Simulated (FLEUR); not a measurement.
# Collinear magnetic orders of GdZn2 with FLEUR, part 2 of 2

Aim: find out whether GdZn2 carries moments, and which collinear order costs least.

FLEUR MaX-R8.1; LDA (VWN) with U = 4.02 eV, J = 0.7 eV on Gd f; all-electron FLAPW, Dirac cores, scalar-relativistic bands.

So far. Step 2 (Run 1 (ferro ++)): After 21 cycles the largest moment stands at 7.19 μB.

**3. Start 2: antiferro +-**

An opposed order shows whether neighbours prefer unlike signs.

inp.xml reads:

```
<?xml version="1.0" encoding="UTF-8" standalone="no"?>
<fleurInput fleurInputVersion="0.39">
   <comment>
      GdZn2
   </comment>
   <calculationSetup>
      <cutoffs Kmax="3.6" Gmax="10.8" GmaxXC="10.8" numbands="0"/>
      <scfLoop itmax="130" minDistance="0.0001" maxIterBroyd="15" imix="Anderson" alpha="0.05" precondParam="0.0" spinf="2.0" sdNocoIR="T"/>
      <coreElectrons ctail="T" frcor="F" kcrel="0" coretail_lmax="0"/>
      <xcFunctional name="vwn" relativisticCorrections="F"/>
      <magnetism jspins="2"/>
      <soc l_soc="F" theta="0.0" phi="0.0" spav="F"/>
      <expertModes spex="0" secvar="F"/>
      <geometryOptimization l_f="F" forcealpha="1.0" forcemix="BFGS" epsdisp="0.00001" epsforce="0.00001"/>
      <ldaU l_linMix="F" mixParam="0.05" spinf="1.0"/>
   </calculationSetup>
   <cell>
      <bzIntegration valenceElectrons="84.0" mode="hist" fermiSmearingEnergy="0.00110248">
         <kPointListSelection listName="default-1"/>
         <xi:include xmlns:xi="http://www.w3.org/2001/XInclude" href="kpts.xml"> </xi:include>
      </bzIntegration>
      <xi:include xmlns:xi="http://www.w3.org/2001/XInclude" href="sym.xml"> </xi:include>
      <bulkLattice scale="1.0">
         <bravaisMatrix>
            <row-1>   -4.2192465566677990     6.7362052947605120     7.1727265682346122</row-1>
            <row-2>    4.2192465566677990    -6.7362052947605120     7.1727265682346122</row-2>
            <row-3>    4.2192465566677990     6.7362052947605120    -7.1727265682346122</row-3>
         </bravaisMatrix>
      </bulkLattice>
   </cell>
   <atomSpecies>
      <species name="Gadolinium7.000" element="Gd" atomicNumber="64">
         <mtSphere radius="2.8" gridPoints="925" logIncrement="0.014"/>
         <atomicCutoffs lmax="10" lnonsphr="8"/>
         <electronConfig flipSpins="F">
            <coreConfig>(1s1/2) (2s1/2) (2p1/2) (2p3/2) (3s1/2) (3p1/2) (3p3/2) (4s1/2) (3d3/2) (3d5/2) (4p1/2) (4p3/2) (4d3/2) (4d5/2)</coreConfig>
            <valenceConfig>(5s1/2) (5p1/2) (5p3/2) (6s1/2) (4f5/2) (4f7/2) (5d3/2) (5d5/2)</valenceConfig>
            <stateOccupation state="(4f5/2)" spinUp="2.5" spinDown="0.5"/>
            <stateOccupation state="(4f7/2)" spinUp="4.0" spinDown="0.0"/>
            <stateOccupation state="(5d3/2)" spinUp="0.4" spinDown="0.0"/>
            <stateOccupation state="(5d5/2)" spinUp="0.6" spinDown="0.0"/>
         </electronConfig>
         <energyParameters s="6" p="6" d="5" f="4"/>
         <ldaU l="3" U="4.02" J="0.7" l_amf="F"/>
         <lo type="SCLO" l="0" n="5" eDeriv="0"/>
         <lo type="SCLO" l="1" n="5" eDeriv="0"/>
      </species>
      <species name="Gadolinium-7.000" element="Gd" atomicNumber="64">
         <mtSphere radius="2.8" gridPoints="925" logIncrement="0.014"/>
         <atomicCutoffs lmax="10" lnonsphr="8"/>
         <electronConfig flipSpins="F">
            <coreConfig>(1s1/2) (2s1/2) (2p1/2) (2p3/2) (3s1/2) (3p1/2) (3p3/2) (4s1/2) (3d3/2) (3d5/2) (4p1/2) (4p3/2) (4d3/2) (4d5/2)</coreConfig>
            <valenceConfig>(5s1/2) (5p1/2) (5p3/2) (6s1/2) (4f5/2) (4f7/2) (5d3/2) (5d5/2)</valenceConfig>
            <stateOccupation state="(4f5/2)" spinUp="0.5" spinDown="2.5"/>
            <stateOccupation state="(4f7/2)" spinUp="0.0" spinDown="4.0"/>
            <stateOccupation state="(5d3/2)" spinUp="0.0" spinDown="0.4"/>
            <stateOccupation state="(5d5/2)" spinUp="0.0" spinDown="0.6"/>
         </electronConfig>
         <energyParameters s="6" p="6" d="5" f="4"/>
         <ldaU l="3" U="4.02" J="0.7" l_amf="F"/>
         <lo type="SCLO" l="0" n="5" eDeriv="0"/>
         <lo type="SCLO" l="1" n="5" eDeriv="0"/>
      </species>
      <species name="Zinc (Zn)" element="Zn" atomicNumber="30">
         <mtSphere radius="2.37" gridPoints="783" logIncrement="0.016"/>
         <atomicCutoffs lmax="8" lnonsphr="6"/>
         <electronConfig flipSpins="F">
            <coreConfig>(1s1/2) (2s1/2) (2p1/2) (2p3/2) (3s1/2) (3p1/2) (3p3/2)</coreConfig>
            <valenceConfig>(4s1/2) (3d3/2) (3d5/2)</valenceConfig>
         </electronConfig>
         <energyParameters s="4" p="4" d="3" f="4"/>
      </species>
   </atomSpecies>
   <atomGroups>
      <atomGroup species="Gadolinium7.000">
         <relPos label="                   1">.2175060200 .4675060200 -1.000/4.000</relPos>
         <force calculate="T" relaxXYZ="TTT"/>
      </atomGroup>
      <atomGroup species="Gadolinium-7.000">
         <relPos label="                   2">-.2175060200 -.4675060200 1.000/4.000</relPos>
         <force calculate="T" relaxXYZ="TTT"/>
      </atomGroup>
      <atomGroup species="Zinc (Zn)">
         <relPos label="                   3">.3803018550 -.1654298625 -.4542682825</relPos>
         <relPos label="                   6">-.2111615800 -.1654298625 -.0457317175</relPos>
         <force calculate="T" relaxXYZ="TTT"/>
      </atomGroup>
      <atomGroup species="Zinc (Zn)">
         <relPos label="                   4">-.3803018550 .1654298625 .4542682825</relPos>
         <relPos label="                   5">.2111615800 .1654298625 .0457317175</relPos>
         <force calculate="T" relaxXYZ="TTT"/>
      </atomGroup>
   </atomGroups>
   <output dos="F" band="F" slice="F">
      <bandDOS minEnergy="-.5*Htr" maxEnergy="0.5*Htr" sigma="0.015" storeEVData="T"/>
      <plotting iplot="0" polar="F">
         <plot TwoD="T" vec1="  1.0  0.0  0.0" vec2="  0.0  1.0  0.0" vec3="  0.0  0.0  1.0" zero="  0.0  0.0  0.0" file="plot"/>
      </plotting>
      <moessbauerParams electricFieldGradient="F" isomerShift="F" coreHyperfine="F" valenceHyperfine="F"/>
   </output>
</fleurInput>
```

crystal.txt reads:

```
GdZn2
&input film=F cartesian=F /
-2.23272912500  3.56464633000  3.79564344000
2.23272912500  -3.56464633000  3.79564344000
2.23272912500  3.56464633000  -3.79564344000
1.8897261246
1.0 1.0 1.0

6
64 0.21750602000  0.46750602000  0.75000000000 : 7.000
64 0.78249398000  0.53249398000  0.25000000000 : -7.000
30 0.38030185500  0.83457013750  0.54573171750
30 0.61969814500  0.16542986250  0.45426828250
30 0.21116158000  0.16542986250  0.04573171750
30 0.78883842000  0.83457013750  0.95426828250

&kpt div1=8 div2=8 div3=8 gamma=T /
```

Started as:

```bash
OMP_NUM_THREADS=1 inpgen -f crystal.txt > inpgen.log  # inp.xml is then edited as shown
OMP_NUM_THREADS=1 mpirun -n 4 fleur_MPI > fleur.log
```

The log of the run:

```text
[banner, memory and clock lines left out]
Welcome to FLEUR        (www.flapw.de)
      MaX-Release 8.1          (www.max-centre.eu)

 ========== k-point set info ==========
 Selected k-point list: default-1
 k-point list type: mesh
 0 x 0 x 0
 Number of k points: 96

 ------------Calculation Setup---------------------------
 Number of PE/node        :            4
 Number of OMP-threads    :            1
 k-points in parallel     :            4
 pe's per k-point         :            1
 No of k-point loops      :           24
 Eigenvalue solver        :       lapack
 Number of basis functions:          700
 Approximate size of matrices (H+S) per k-point:         0.015 GB
 Iteration:     1   Distance:      19.49630859 me/bohr^3
 Iteration:     2   Distance:      18.60463012 me/bohr^3
 Iteration:     3   Distance:      13.02556393 me/bohr^3
 Iteration:     4   Distance:       6.05377168 me/bohr^3
 Iteration:     5   Distance:       1.65219894 me/bohr^3
 Iteration:     6   Distance:       1.31790468 me/bohr^3
 Iteration:     7   Distance:       1.30149783 me/bohr^3
 Iteration:     8   Distance:       0.24018109 me/bohr^3
 Iteration:     9   Distance:       0.24510782 me/bohr^3
 Iteration:    10   Distance:       0.07333338 me/bohr^3
 Iteration:    11   Distance:       0.05868430 me/bohr^3
 Iteration:    12   Distance:       0.03201510 me/bohr^3
 Iteration:    13   Distance:       0.01772164 me/bohr^3
 Iteration:    14   Distance:       0.00216346 me/bohr^3
 Iteration:    15   Distance:       0.00191985 me/bohr^3
 Iteration:    16   Distance:       0.00184927 me/bohr^3
 Iteration:    17   Distance:       0.00086060 me/bohr^3
 Iteration:    18   Distance:       0.00052460 me/bohr^3
 Iteration:    19   Distance:       0.00017237 me/bohr^3
 Iteration:    20   Distance:       0.00010598 me/bohr^3
 Iteration:    21   Distance:       0.00009161 me/bohr^3

 ********************************************************************
 Run finished successfully
 Stop message:
   all done
 ********************************************************************

--- out.xml (last complete iteration) ---
<iteration numberForCurrentRun="   21" overallNumber="   21">
         [... left out ...]
         <bandgap value="0.0046034558" units="eV"/>
         <sumValenceSingleParticleEnergies value="-8.3611587321" units="Htr"/>
         <FermiEnergy value="0.2721844717" units="Htr"/>
         <valenceDensity>
            <mtCharges spin="1">
               <mtCharge atomType="1" total="11.5685818" s="1.0959634" p="2.9949308" d="0.5097956" f="6.9660152"/>
               <mtCharge atomType="2" total="4.4266827" s="1.0819760" p="2.9675038" d="0.3291310" f="0.0461840"/>
               <mtCharge atomType="3" total="5.4781048" s="0.3494798" p="0.2655691" d="4.8585145" f="0.0035926"/>
               <mtCharge atomType="4" total="5.4871243" s="0.3501510" p="0.2744720" d="4.8579099" f="0.0036187"/>
            </mtCharges>
            <mtCharges spin="2">
               <mtCharge atomType="1" total="4.4266827" s="1.0819760" p="2.9675038" d="0.3291310" f="0.0461840"/>
               <mtCharge atomType="2" total="11.5685818" s="1.0959634" p="2.9949308" d="0.5097956" f="6.9660152"/>
               <mtCharge atomType="3" total="5.4871243" s="0.3501510" p="0.2744720" d="4.8579099" f="0.0036187"/>
               <mtCharge atomType="4" total="5.4781048" s="0.3494798" p="0.2655691" d="4.8585145" f="0.0035926"/>
            </mtCharges>
            <spinDependentCharge spin="1" total="42.0000000" interstitial="4.0742772" mtSpheres="37.9257228"/>
            <spinDependentCharge spin="2" total="42.0000000" interstitial="4.0742772" mtSpheres="37.9257228"/>
            <totalCharge value="84.0000000000"/>
         </valenceDensity>
         [... left out ...]
         <magneticMomentsInMTSpheres units="muBohr">
            <globalMagMoment atomType="1" vec="0.00000   0.00000   7.14190"/>
            <localMagMoment atomType="1" vec="0.00000   0.00000   7.14190"/>
            <globalMagMoment atomType="2" vec="0.00000   0.00000  -7.14190"/>
            <localMagMoment atomType="2" vec="0.00000   0.00000  -7.14190"/>
            <globalMagMoment atomType="3" vec="0.00000   0.00000  -0.00902"/>
            <localMagMoment atomType="3" vec="0.00000   0.00000  -0.00902"/>
            <globalMagMoment atomType="4" vec="0.00000   0.00000   0.00902"/>
            <localMagMoment atomType="4" vec="0.00000   0.00000   0.00902"/>
         </magneticMomentsInMTSpheres>
         [... left out ...]
         <totalEnergy value="   -29719.9820258962" units="Htr">
            <sumOfEigenvalues value="   -17983.4768281372">
               <coreElectrons value="-17975.1156694051"/>
               <valenceElectrons value="-8.3611587321"/>
            </sumOfEigenvalues>
            <densityCoulombPotentialIntegral value="-48858.1734678265"/>
            <densityEffectivePotentialIntegral value="-49867.7420544014"/>
            <chargeDenXCDenIntegral value="-761.3968697463"/>
            <FockExchangeEnergyValence value="0.0000000000"/>
            <FockExchangeEnergyCore value="0.0000000000"/>
         [... left out ...]
            <dftUCorrection value="-0.8458214971"/>
            <tkbTimesEntropy value="0.0005298264"/>
            <freeEnergy value="-29719.9825557227"/>
            <extrapolationTo0K value="-29719.9822908094"/>
         </totalEnergy>
         [... left out ...]
         <ldaUDensityMatrixConvergence>
            <distance spin="1" distance="0.000002"/>
            <distance spin="2" distance="0.000002"/>
         </ldaUDensityMatrixConvergence>
         <densityConvergence units="me/bohr^3">
            <chargeDensity spin="1" distance="0.0000553334"/>
            <chargeDensity spin="2" distance="0.0000553334"/>
            <overallChargeDensity distance="0.0000620881"/>
            <spinDensity distance="0.0000916089"/>
         </densityConvergence>
      </iteration>
```

It took 5.9 min on 4 MPI ranks of Intel Xeon Platinum 8488C (Sapphire Rapids), shared host; peak memory 0.69 GiB.

Spin moment in the muffin-tin sphere by atom:

| atom | spin moment in the muffin-tin sphere (μB) |
| --- | --- |
| Gd1 | 7.14 |
| Gd2 | -7.14 |
| Zn3 | -0.01 |
| Zn4 | 0.01 |
| Zn5 | 0.01 |
| Zn6 | -0.01 |

This step gave:

* free energy: -808721.9245 eV
* program's band gap on this mesh (in a metal only a level spacing): 0.004603 eV
* magnetization: 0 μB
* final state: antiferromagnetic

It lies 12.5 meV a seeded atom over the first start, and its largest moment is 7.14 μB against 7.19 μB.

**4. The states side by side**

Free energies are divided by the number of seeded atoms.

Orders:

| start | final state | typed order kept | energy over the lowest (meV a seeded atom) | largest sphere moment (μB) | net moment (μB a primitive cell) | mesh matched | CPU time (s) |
| --- | --- | --- | --- | --- | --- | --- | --- |
| ferro ++ | ferromagnetic | yes | 0 | 7.187 | 14.96 | yes | 792.5 |
| antiferro +- | antiferromagnetic | yes | 12.52 | 7.142 | 0 | yes | 1404 |

**5. Results**

| Item | Value |
| --- | --- |
| lowest state found | ferromagnetic (typed ferro ++) |
| largest site spin moment | 7.19 μB |
| next finished state | antiferromagnetic, 12.5 meV a seeded atom higher |

In words: The lowest state found is ferromagnetic, reached from the start ferro ++, with moments up to 7.19 μB. The next finished state costs 13 meV a seeded atom. This is the lowest of 2 finished starts, no proof of the ground state. The f shell is half filled, so the spin-only picture is fair.

[Logs and program files are shortened in this print: banners, set-up blocks, solver, clock and traceback lines can be left out without a mark of their own.]

[Logs are printed without paths, hosts, clocks, repeated set-up lines and the standing remarks that a program may print on its own settings, such as how far it seeks lower states.]

[Hosts, paths, dates, database ids (printed as entryN), source tags and the programs' standing remarks are cut or masked in the printed files.]

[Where a cell is said to come from a database of computed structures, the database is the Materials Project.]
